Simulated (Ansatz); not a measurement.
## Lattice dynamics of Pt2SeS (built on the sites of a database entry of PtS)

How does Pt2SeS (built on the sites of a database entry of PtS) vibrate, and is this structure a minimum?

Method: DFT LDA, scalar-relativistic, plane waves, PAW, in Ansatz 0.2.0.

The structure was built from a prototype and need not be the compound's stable phase.

### Step 1. Set-up

It takes space group P-4m2 (No. 115, tetragonal). Conventional cell: a = 5.028 Å, b = 5.028 Å, c = 6.253 Å, α = 90.00°, β = 90.00°, γ = 90.00°. Nearest to Pt lie 2 Se at 2.96 Å and 2 S at 2.96 Å. Nearest to S lie 4 Pt at 2.96 Å. Nearest to Se lie 4 Pt at 2.96 Å. Farther neighbours and most contacts between anions are not listed.

### Step 2. Coarse relaxation

A rough relaxation comes first, because large forces or stress need no tight tolerances yet.

input.yaml reads:

```yaml
crystal:
  lattice:
    - [5.02827, 0.0, 0.0]
    - [0.0, 5.02827, 0.0]
    - [0.0, 0.0, 6.25346]
  atoms:
    - { symbol: Pt, position: [0.0, 0.5, 0.0] }
    - { symbol: Pt, position: [0.5, 0.0, 0.5] }
    - { symbol: S, position: [0.0, 0.0, 0.25] }
    - { symbol: Se, position: [0.0, 0.0, 0.75] }
kpoints:
  mp_grid: { grid: [4, 4, 4] }
hamiltonian:
  xc: lda
scf:
  occupations: { method: gaussian, width: 0.1 }
output:
  forces: true
  stress: true
  eigenvalues: true
relax:
  adjacent_minimum: "off"
  f_tol: 0.05
  max_steps: 80
  cell: { stress_tol: 0.5 }
```

Run with:

```bash
ansatz run input.yaml --threads 8 --pin off --max-ram 14336MiB --backend cpu --events-out ev --progress --plain --runs-dir out
```

Numbers of over 12 decimals in the logs are rounded to 6 here.

Output:

```text
The last accepted step is kept in <dir> (removed where the run ends without a failure and the disk answers)
Engine: ansatz 0.2.0, x86_64-unknown-linux-gnu
Pseudopotentials: kind: paw
Pseudopotential: Pt, paw, valence charge 18, recommended cutoff 420 eV (normal), Pt.paw.azcp
Pseudopotential: S, paw, valence charge 6, recommended cutoff 420 eV (normal), S.paw.azcp
[...]
F+E_penalty+E_count = -30744.09730994 eV   max|allowed force component| = 1.443e-2 eV/Å   (the final SCF, on the basis selected at the relaxed cell)
  cell:  # Å, volume = 77.5726 Å³
    - [3.537475, 0, 0]
    - [0, 3.537475, 0.0]
    - [0, 0.0, 6.198997]
  atoms:
    - { symbol: Pt, position: [0, 0.5, 0.010876] }
    - { symbol: Pt, position: [0.5, 0, 0.489124] }
    - { symbol: S, position: [0, 0, 0.25] }
    - { symbol: Se, position: [0, 0, 0.750000] }
[key lines of the parts left out:]
SCF converged after 5 iterations
Free energy (F): -30744.097310 eV
Fermi energy:    12.644571 eV
P = ⅓ Tr σ = 0.0918 GPa (0.918 kbar)
```

Elapsed: 9.2 s, on 8 threads of Intel Xeon Platinum 8488C (Sapphire Rapids), shared host; peak memory 0.67 GiB.

The steps of the relaxation:

| step | energy less that of the first step (eV) | largest force component (eV/Å) | pressure (GPa) | volume (Å³) |
| --- | --- | --- | --- | --- |
| 1 | 0.0000 | 0.0648 | -15.80 | 158.11 |
| 2 | -2.1596 | 0.0307 | -17.83 | 138.07 |
| 3 | -4.3097 | 0.1949 | -18.78 | 120.09 |
| 4 | -6.2050 | 0.3411 | -17.52 | 105.12 |
| 5 | -7.7047 | 0.2284 | -12.14 | 92.18 |
| 6 | -8.6143 | 0.3885 | -5.80 | 83.97 |
| 7 | -8.9405 | 0.7626 | 2.99 | 76.73 |
| 8 | -8.9852 | 0.1431 | -0.75 | 77.67 |
| 9 | -8.9933 | 0.0146 | 0.10 | 77.57 |
| 10* | -8.9876 | 0.0144 | 0.09 | 77.57 |

Relaxation steps marked * repeat the geometry before them on a plane-wave basis chosen anew for their cell, so energy and pressure can jump there.

The run keeps the 8 symmetry operations that it works with, so distortions that break them were not tested.

| cell as run | before | after | change |
| --- | --- | --- | --- |
| a (Å) | 5.028 | 3.537 | -29.6 % |
| b (Å) | 5.028 | 3.537 | -29.6 % |
| c (Å) | 6.253 | 6.199 | -0.9 % |
| volume (Å³/atom) | 39.53 | 19.39 | -50.9 % |

The atoms that moved most (Å, as changes of fractional coordinates times the final cell):

| atom | dx | dy | dz | length |
| --- | --- | --- | --- | --- |
| Pt2 | 0.000 | 0.000 | -0.067 | 0.067 |
| Pt1 | 0.000 | 0.000 | 0.067 | 0.067 |

The relaxed structure:

```cif
data_structure
_symmetry_space_group_name_H-M 'P 1'
_symmetry_Int_Tables_number 1
_cell_length_a 3.5375
_cell_length_b 3.5375
_cell_length_c 6.1990
_cell_angle_alpha 90.000
_cell_angle_beta 90.000
_cell_angle_gamma 90.000
_cell_volume 77.57
loop_
_atom_site_label
_atom_site_type_symbol
_atom_site_fract_x
_atom_site_fract_y
_atom_site_fract_z
_atom_site_occupancy
Pt1 Pt 0.00000 0.50000 0.01088 1
Pt2 Pt 0.50000 0.00000 0.48912 1
S3 S 0.00000 0.00000 0.25000 1
Se4 Se 0.00000 0.00000 0.75000 1
```

A gap read on the k-mesh alone can miss the band edges.

This step gave:

- pressure: 0.09177 GPa
- volume per atom: 19.39 Å³
- gap on the k-mesh: 0.2871 eV
- direct gap on mesh: 0.2871 eV

In this step the volume went from 39.53 to 19.39 Å³/atom.

### Step 3. Relaxation

The cell and atoms are relaxed, since residual forces and stress would shift the frequencies.

input.yaml reads:

```yaml
crystal:
  lattice:
    - [3.537475374, 0.0, 0.0]
    - [0.0, 3.537475374, 0.0]
    - [0.0, 0.0, 6.1989967243]
  atoms:
    - { symbol: Pt, position: [0.0, 0.5, 0.0108762904] }
    - { symbol: Pt, position: [0.5, 0.0, 0.4891237096] }
    - { symbol: S, position: [0.0, 0.0, 0.25] }
    - { symbol: Se, position: [0.0, 0.0, 0.75] }
kpoints:
  mp_grid: { grid: [8, 8, 6] }
hamiltonian:
  xc: lda
scf:
  occupations: { method: gaussian, width: 0.01 }
output:
  forces: true
  stress: true
  eigenvalues: true
relax:
  adjacent_minimum: "off"
  f_tol: 0.005
  max_steps: 80
  cell: { stress_tol: 0.05 }
```

Output:

```text
[...]
Crystal: 4 atoms, lattice volume = 77.573 Å³
Basis set: ecut = 420 eV, 1521 PW (Γ)
Bands: 35, of which v1, the nominal top of the filled ones, is band 29 counted from 1 (28 counted from 0)
Symmetry: 8 space group operations
[...]
k-points: 60 of 384 (time reversal used)
[...]
--- Relaxed structure (3 steps of the walk, 3 accepted, 1 SCFs on fresh bases) ---
[...]
cell:  # Å, volume = 77.3097 Å³
    - [3.527037, 0, -1.116487834066845e-18]
    - [0, 3.527037, 0]
    - [-1.9565095709133167e-18, 0, 6.214613]
  atoms:
    - { symbol: Pt, position: [0, 0.500000, 0.010899] }
    - { symbol: Pt, position: [0.500000, 0, 0.489101] }
    - { symbol: S, position: [0, 0, 0.25] }
    - { symbol: Se, position: [0, 0, 0.750000] }
[key lines of the parts left out:]
SCF converged after 5 iterations
Free energy (F): -30744.140582 eV
Fermi energy:    12.693437 eV
P = ⅓ Tr σ = -0.0011 GPa (-0.011 kbar)
```

Wall time 5.2 s (8 threads); peak memory 0.59 GiB; 35 s of CPU time.

The steps of the relaxation:

| step | energy less that of the first step (eV) | largest force component (eV/Å) | pressure (GPa) | volume (Å³) |
| --- | --- | --- | --- | --- |
| 1 | 0.0000 | 0.0023 | -0.29 | 77.57 |
| 2 | -0.0006 | 0.0178 | 0.08 | 77.24 |
| 3 | -0.0007 | 0.0045 | 0.00 | 77.31 |
| 4* | -0.0006 | 0.0045 | 0.00 | 77.31 |

Relaxation steps marked * repeat the geometry before them on a plane-wave basis chosen anew for their cell, so energy and pressure can jump there.

The run keeps the 8 symmetry operations that it works with, so distortions that break them were not tested.

| conventional cell, symmetrised | before | after | change |
| --- | --- | --- | --- |
| a (Å) | 3.537 | 3.527 | -0.3 % |
| b (Å) | 3.537 | 3.527 | -0.3 % |
| c (Å) | 6.199 | 6.215 | +0.3 % |
| volume (Å³/atom) | 19.39 | 19.33 | -0.3 % |

The relaxed structure:

```cif
data_structure
_symmetry_space_group_name_H-M 'P 1'
_symmetry_Int_Tables_number 1
_cell_length_a 3.5270
_cell_length_b 3.5270
_cell_length_c 6.2146
_cell_angle_alpha 90.000
_cell_angle_beta 90.000
_cell_angle_gamma 90.000
_cell_volume 77.31
loop_
_atom_site_label
_atom_site_type_symbol
_atom_site_fract_x
_atom_site_fract_y
_atom_site_fract_z
_atom_site_occupancy
Pt1 Pt 0.00000 0.50000 0.01090 1
Pt2 Pt 0.50000 0.00000 0.48910 1
S3 S 0.00000 0.00000 0.25000 1
Se4 Se 0.00000 0.00000 0.75000 1
```

This step gave:

```
pressure           : -0.001054 GPa
gap on the k-mesh  : 0.2724 eV
volume per atom    : 19.33 Å³
direct gap on mesh : 0.2724 eV
```

In this step the volume went from 19.39 to 19.33 Å³/atom.

### Step 4. Tight relaxation

Phonons need a cell at rest on their own settings, so the relaxation is repeated with tight tolerances on forces and stress, using the mesh and the filling of the phonon run that follows.

input.yaml, the sections that differ from step 3:

```yaml
crystal:
  lattice:
    - [3.5270372463, 0.0, 0.0]
    - [0.0, 3.5270372463, 0.0]
    - [0.0, 0.0, 6.2146127506]
  atoms:
    - { symbol: Pt, position: [0.0, 0.5, 0.0108988496] }
    - { symbol: Pt, position: [0.5, 0.0, 0.4891011504] }
    - { symbol: S, position: [0.0, 0.0, 0.25] }
    - { symbol: Se, position: [0.0, 0.0, 0.75] }
scf:
  occupations: { method: fixed }
relax:
  adjacent_minimum: "off"
  f_tol: 0.001
  max_steps: 60
  cell: { stress_tol: 0.01 }
# kpoints, hamiltonian, output: as in step 3
```

Output:

```text
[...]
Crystal: 4 atoms, lattice volume = 77.310 Å³
Basis set: ecut = 420 eV, 1513 PW (Γ)
Bands: 35, of which v1, the nominal top of the filled ones, is band 29 counted from 1 (28 counted from 0)
Symmetry: 8 space group operations
[...]
k-points: 60 of 384 (time reversal used)
[...]
--- Relaxed structure (2 steps of the walk, 2 accepted, 1 SCFs on fresh bases) ---
[...]
cell:  # Å, volume = 77.3117 Å³
    - [3.527125, 0, 0]
    - [0, 3.527125, 0.0]
    - [0, 0.0, 6.214462]
  atoms:
    - { symbol: Pt, position: [0, 0.5, 0.010933] }
    - { symbol: Pt, position: [0.5, 0, 0.489067] }
    - { symbol: S, position: [0, 0, 0.25] }
    - { symbol: Se, position: [0, 0, 0.750000] }
[key lines of the parts left out:]
SCF converged after 6 iterations
Free energy (F): -30744.140583 eV
Fermi energy:    12.556467 eV
P = ⅓ Tr σ = -0.0037 GPa (-0.037 kbar)
```

Run time: 3.9 s. Hardware: 8 threads; peak memory 0.58 GiB.

Little changed from the start: no atom moved by 0.005 Å and no cell edge by 0.1 %.

This step gave:

```yaml
pressure: -0.003699 GPa
gap_on_the_k_mesh: 0.2723 eV
direct_gap_on_mesh: 0.2723 eV
```

The largest force component left is 0.24 meV/Å and the pressure is -0.004 GPa, within the tolerances set. The cell now holds 19.33 Å³/atom.

### Step 5. Modes at Γ

The zone centre comes first: it holds the modes that light can see, as far as symmetry allows. The response to a homogeneous field gives the Born charges and the dielectric tensor.

input.yaml reads:

```yaml
crystal:
  lattice:
    - [3.527125041, 0.0, 0.0]
    - [0.0, 3.527125041, 0.0]
    - [0.0, 0.0, 6.2144618652]
  atoms:
    - { symbol: Pt, position: [0.0, 0.5, 0.0109327239] }
    - { symbol: Pt, position: [0.5, 0.0, 0.4890672761] }
    - { symbol: S, position: [0.0, 0.0, 0.25] }
    - { symbol: Se, position: [0.0, 0.0, 0.75] }
kpoints:
  mp_grid: { grid: [8, 8, 6] }
hamiltonian:
  xc: lda
scf:
  occupations: { method: fixed }
output:
  eigenvalues: true
phonons:
  method: dfpt
  dielectric: true
  rigid_motions: translations
```

Output:

```text
[...]
Crystal: 4 atoms, lattice volume = 77.312 Å³
Basis set: ecut = 420 eV, 1513 PW (Γ), exchange–correlation on 48×48×96 points (8 copies of the dense FFT grid, shifted against one another)
Bands: 35, of which v1, the nominal top of the filled ones, is band 29 counted from 1 (28 counted from 0)
Symmetry: 8 space group operations
k-points: 196 of 384 (irreducible under 1 space group operation, time reversal used)
[...]
SCF iter   1: F=—  HF=-30744.150960 eV  |F-HF|=—  |Δ(HF+E_count)|=         —  Δρ=7.42e-3  dr2=4.71e-2  ethr=1.77e-3  ⟨swp⟩=5.0  Hψ=23783  notcnv=0  defer=762
[...]
SCF iter  10: F=-30744.140586 eV  HF=-30744.140586 eV  |F-HF|=7.28e-12  |Δ(HF+E_count)|=  3.64e-12  Δρ=1.59e-7  dr2=2.77e-11  ethr=1.00e-12  ⟨swp⟩=11.2  Hψ=38040  notcnv=0
SCF 1 converged in 10 iterations: F = -30744.140586 eV  dr2 = 2.77e-11
[...]
NSCF: frozen V_eff on 53 k-points
DFPT response loops at Γ: preconditioner auto → Resta (q_TF=auto, 2.601 Å⁻¹)  ε∞=14.8 (no band partly filled); β = 1.00, the filter's whole step (`scf.mixing.beta` (0.50) is not read by the response loops at its default; to damp them type it under 1.00, their step now; it binds the ground state too); Broyden in place of MSR1
── the response to a field inside a basis, on 16×16×10 k-points: an SCF that follows is theirs, and a resumed run solves both again ──
Bands: 30, of which v1, the nominal top of the filled ones, is band 29 counted from 1 (28 counted from 0)
k-points: 180 of 2560 (time reversal used)
[...]
Eigensolver: Dense (180 Hₖ)
SCF iter   1: F=—  HF=-30744.117243 eV  |F-HF|=—  |Δ(HF+E_count)|=         —  Δρ=2.63e-4  dr2=1.36e-5  ethr=1.00e-1
[...]
SCF iter   4: F=-30744.117242 eV  HF=-30744.117242 eV  |F-HF|=2.04e-8  |Δ(HF+E_count)|=   1.63e-8  Δρ=7.03e-6  dr2=5.16e-8  ethr=6.09e-10
SCF 1 converged in 4 iterations: F = -30744.117242 eV  dr2 = 5.16e-8
[...]
WARN: field response: inside a basis, on 16×16×10 points, no mesh in reach settles it: take ε∞, Z* and everything formed from them with what they may err, as stated (eps_inf_uncertainty, zstar_uncertainty_e), and compare with field_mesh: kpoints on a denser kpoints.mp_grid
WARN: field response: ε∞ stands inside a basis, on 16×16×10 points; the force constants stand on the 8×8×6 k-mesh, whose period is 9.38 times the interband length at k = (-0.5000, -0.5000, 0.0000), direct gap 0.272 eV, under 14: take them and everything formed from them as unconverged, and compare with a denser kpoints.mp_grid
SCF converged after 10 iterations
Free energy (F): -30744.140586 eV
[...]
Internal energy: -30744.140586 eV  (E = F + TS)
E sigma→0 (E₀):  -30744.140586 eV
Fermi energy:    12.556466 eV
[...]
--- Band table (eV; the first three rows and the last of 196) ---
  k-point 0: bands = [... 25 lower, 10.5099, 10.5166, 10.7778, 11.6238, 16.0258, 16.2791, 16.2791, 17.7187, ... 2 higher]
  k-point 1: bands = [... 25 lower, 10.7620, 11.1259, 11.1259, 11.3381, 15.7924, 15.7924, 16.4893, 17.8699, ... 2 higher]
  k-point 2: bands = [... 25 lower, 10.7225, 10.8819, 11.9566, 11.9566, 14.8544, 14.8544, 17.4262, 18.2024, ... 2 higher]
  k-point 195: bands = [... 25 lower, 11.6100, 11.6100, 12.3648, 12.3648, 13.7912, 14.7959, 15.6165, 15.9005, ... 2 higher]
--- Phonons (Γ-DFPT): 7 representative perturbations + reference, on 196 of 384 k-points (Σ response iterations 22) ---
  k mesh reduced under 1 symmetry operation, with k and −k counted as one. Each operation leaves every solved perturbation unchanged. A smaller set is not considered because the run solves the response to a homogeneous field
  ASR residual: 8.196e-5 → 0.000e0 eV/Å²; symmetrization residual: 8.877e-6 eV/Å²
  ASR residual per site (eV/Å²): 8.20e-5 8.20e-5 3.28e-5 1.26e-5
  Γ frequencies (cm⁻¹): 0.00 0.00 0.00 99.72 99.72 166.64 233.47 233.47 292.33 370.45 370.45 442.69
  ε∞ (high-frequency dielectric tensor):
       13.780449     0.000000     0.000000
        0.000000    13.780449     0.000000
        0.000000     0.000000    21.670596
  ε⁰ (static dielectric tensor: ions relaxed, cell fixed):
       15.992220     0.000000    -0.000000
        0.000000    15.992220    -0.000000
       -0.000000    -0.000000    21.982903
  ε⁰ − ε∞ (ionic part):
        2.211771     0.000000    -0.000000
        0.000000     2.211771    -0.000000
       -0.000000    -0.000000     0.312307
  softest optical mode at Γ: 99.72 cm⁻¹; the repairs (sum rule, projections) moved no ω² at Γ by more than (1.09 cm⁻¹)²
  Born effective charges Z* (e; rows j = field, columns β = displacement):
    site 0:
        -2.28276    0.00000    0.00000
         0.00000    0.35455    0.00000
        -0.00000    0.00000   -1.04773
    site 1:
         0.35455    0.00000   -0.00000
         0.00000   -2.28276    0.00000
        -0.00000    0.00000   -1.04773
    site 2:
         0.77180    0.00000    0.00000
         0.00000    0.77180    0.00000
         0.00000    0.00000    1.25464
    site 3:
         1.15641    0.00000    0.00000
         0.00000    1.15641    0.00000
        -0.00000    0.00000    0.84081
  Z* charge neutrality: 3.736e-3 e pre-enforcement
  solved inside a basis spanned on kpoints, on 16×16×10 k-points, which do not settle them: ε∞ is read to err by 3.1e-1, Z* by 3.6e-2 e (field_mesh: kpoints solves on kpoints); Z* is corrected for what the basis lacks
  optical modes at Γ without the LO–TO term, one row a degenerate level:
      ω (cm⁻¹)  modes    IR ((D/Å)²/amu)
         99.72      2             1.4704
        166.64      1             0.0000
        233.47      2             0.1843
        292.33      1             0.4791
        370.45      2             1.2462
        442.69      1             1.1199
  optical modes at Γ + LO–TO along q̂ = [1.0000, 0.0000, 0.0000]:
      ω (cm⁻¹)  modes    IR ((D/Å)²/amu)
         99.72      1             0.7352
        106.75      1             0.7146
        166.64      1             0.0000
        233.47      1             0.0921
        233.87      1             0.0955
        292.33      1             0.4791
        370.45      1             0.6231
        372.16      1             0.6404
        442.69      1             1.1199
  optical modes at Γ + LO–TO along q̂ = [0.0000, 1.0000, 0.0000]:
      ω (cm⁻¹)  modes    IR ((D/Å)²/amu)
         99.72      1             0.7352
        106.75      1             0.7146
        166.64      1             0.0000
        233.47      1             0.0921
        233.87      1             0.0955
        292.33      1             0.4791
        370.45      1             0.6231
        372.16      1             0.6404
        442.69      1             1.1199
  optical modes at Γ + LO–TO along q̂ = [0.0000, 0.0000, 1.0000]:
      ω (cm⁻¹)  modes    IR ((D/Å)²/amu)
         99.72      2             1.4704
        166.64      1             0.0000
        233.47      2             0.1843
        293.35      1             0.4668
        370.45      2             1.2462
        444.30      1             1.1321
```

It took 65 s on 8 threads; peak memory 2.3 GiB.

This step gave:

```
sum-rule residual before enforcement                    : 8.20e-5 eV/Å²
miss of the charge sum rule                             : 0.003736 e
estimated error of the dielectric tensor                : 0.3109
estimated error of the Born charges                     : 0.03587 e
point group                                             : -42m
highest optical mode at the zone centre (no LO-TO term) : 442.7 cm⁻¹
lowest optical zone-centre mode                         : 99.72 cm⁻¹
mean high-frequency dielectric constant                 : 16.41
largest Born charge (third of the trace)                : 1.051 e
mean static dielectric constant                         : 17.99
top of the zone-centre spectrum with the field          : 444.3 cm⁻¹
```

Without the LO-TO term. Patterns of degenerate modes are one choice out of their space. Modes at Γ, with each element's share of the kinetic energy:

| mode | frequency (cm⁻¹) | symmetry | Pt % | S % | Se % |
| --- | --- | --- | --- | --- | --- |
| 1 | 0.0 | acoustic | 78 | 6 | 16 |
| 2 | 0.0 | acoustic | 78 | 6 | 16 |
| 3 | 0.0 | acoustic | 78 | 6 | 16 |
| 4 | 99.7 | E | 95 | 1 | 4 |
| 5 | 99.7 | E | 95 | 1 | 4 |
| 6 | 166.6 | A1 | 100 | 0 | 0 |
| 7 | 233.5 | E | 11 | 14 | 74 |
| 8 | 233.5 | E | 11 | 14 | 74 |
| 9 | 292.3 | B2 | 18 | 0 | 82 |
| 10 | 370.4 | E | 16 | 79 | 6 |
| 11 | 370.4 | E | 16 | 79 | 6 |
| 12 | 442.7 | B2 | 4 | 93 | 3 |

Displacements in mode 5 (99.7 cm⁻¹), the largest set to 1:
```
Pt1 -0.04 -0.79  0.00
Pt2  0.03  1.00  0.00
S3   0.01 -0.26  0.00
Se4  0.02 -0.43  0.00
```

Displacements in mode 6 (166.6 cm⁻¹), the largest set to 1:
```
Pt1  0.00  0.00 -1.00
Pt2  0.00  0.00  1.00
S3   0.00  0.00  0.00
Se4  0.00  0.00  0.00
```

High-frequency dielectric tensor, which the program warns is not settled by the k meshes in reach. Tensor:

|  | x | y | z |
| --- | --- | --- | --- |
| x | 13.78 | 0 | 0 |
| y | 0 | 13.78 | 0 |
| z | 0 | 0 | 21.67 |

Static dielectric tensor, which the program warns is not settled by the k meshes in reach. Tensor:

|  | x | y | z |
| --- | --- | --- | --- |
| x | 15.99 | 0 | 0 |
| y | 0 | 15.99 | 0 |
| z | 0 | 0 | 21.98 |

Optical modes at the zone centre, without and with the macroscopic field of the longitudinal modes; each column is sorted by frequency, so a row need not hold one and the same mode. Modes with and without the field, by row:

| rank among optical modes | no field (cm⁻¹) | q along (1, 0, 0) (cm⁻¹) | q along (0, 0, 1) (cm⁻¹) |
| --- | --- | --- | --- |
| 1 | 99.7 | 99.7 | 99.7 |
| 2 | 99.7 | 106.8 | 99.7 |
| 3 | 166.6 | 166.6 | 166.6 |
| 4 | 233.5 | 233.5 | 233.5 |
| 5 | 233.5 | 233.9 | 233.5 |
| 6 | 292.3 | 292.3 | 293.4 |
| 7 | 370.4 | 370.4 | 370.4 |
| 8 | 370.4 | 372.2 | 370.4 |
| 9 | 442.7 | 442.7 | 444.3 |

Born charge (rows field, columns displacement) (e), principal values of the symmetric part by kind of site:

| atom | atoms with these values | low | middle | high | mean |
| --- | --- | --- | --- | --- | --- |
| Pt1 | 2 | -2.28 | -1.05 | 0.35 | -0.99 |
| S3 | 1 | 0.77 | 0.77 | 1.25 | 0.93 |
| Se4 | 1 | 0.84 | 1.16 | 1.16 | 1.05 |

In full for Pt1:

```
-2.28  0.00  0.00
 0.00  0.35  0.00
 0.00  0.00 -1.05
```

Transverse modes. Lines of the infrared spectrum (strongest = 100):

| position (cm⁻¹) | label | relative intensity |
| --- | --- | --- |
| 100 | E | 100 |
| 167 | A1 | 0.0 |
| 234 | E | 13 |
| 292 | B2 | 33 |
| 370 | E | 85 |
| 443 | B2 | 76 |

Before it was imposed, the acoustic sum rule was missed by 8.2e-5 eV/Å² and the charge sum rule by 0.0037 e. Small misses are needed for a sound result but don't prove that mesh and cutoff are converged. The lowest optical mode is real, 99.7 cm⁻¹.

The log warns of the k mesh: “the force constants stand on the 8×8×6 k-mesh, whose period is 9.38 times the interband length at k = (-0.5000, -0.5000, 0.0000), direct gap 0.272 eV, under 14: take them and everything formed from them as unconverged”.

(Continued in part 2 of 2.)

[Logs are printed without paths, hosts, clocks, repeated set-up lines and the standing remarks that a program may print on its own settings, such as how far it seeks lower states.]

[Hosts, paths, dates, database ids (printed as entryN), source tags and the programs' standing remarks are cut or masked in the printed files.]
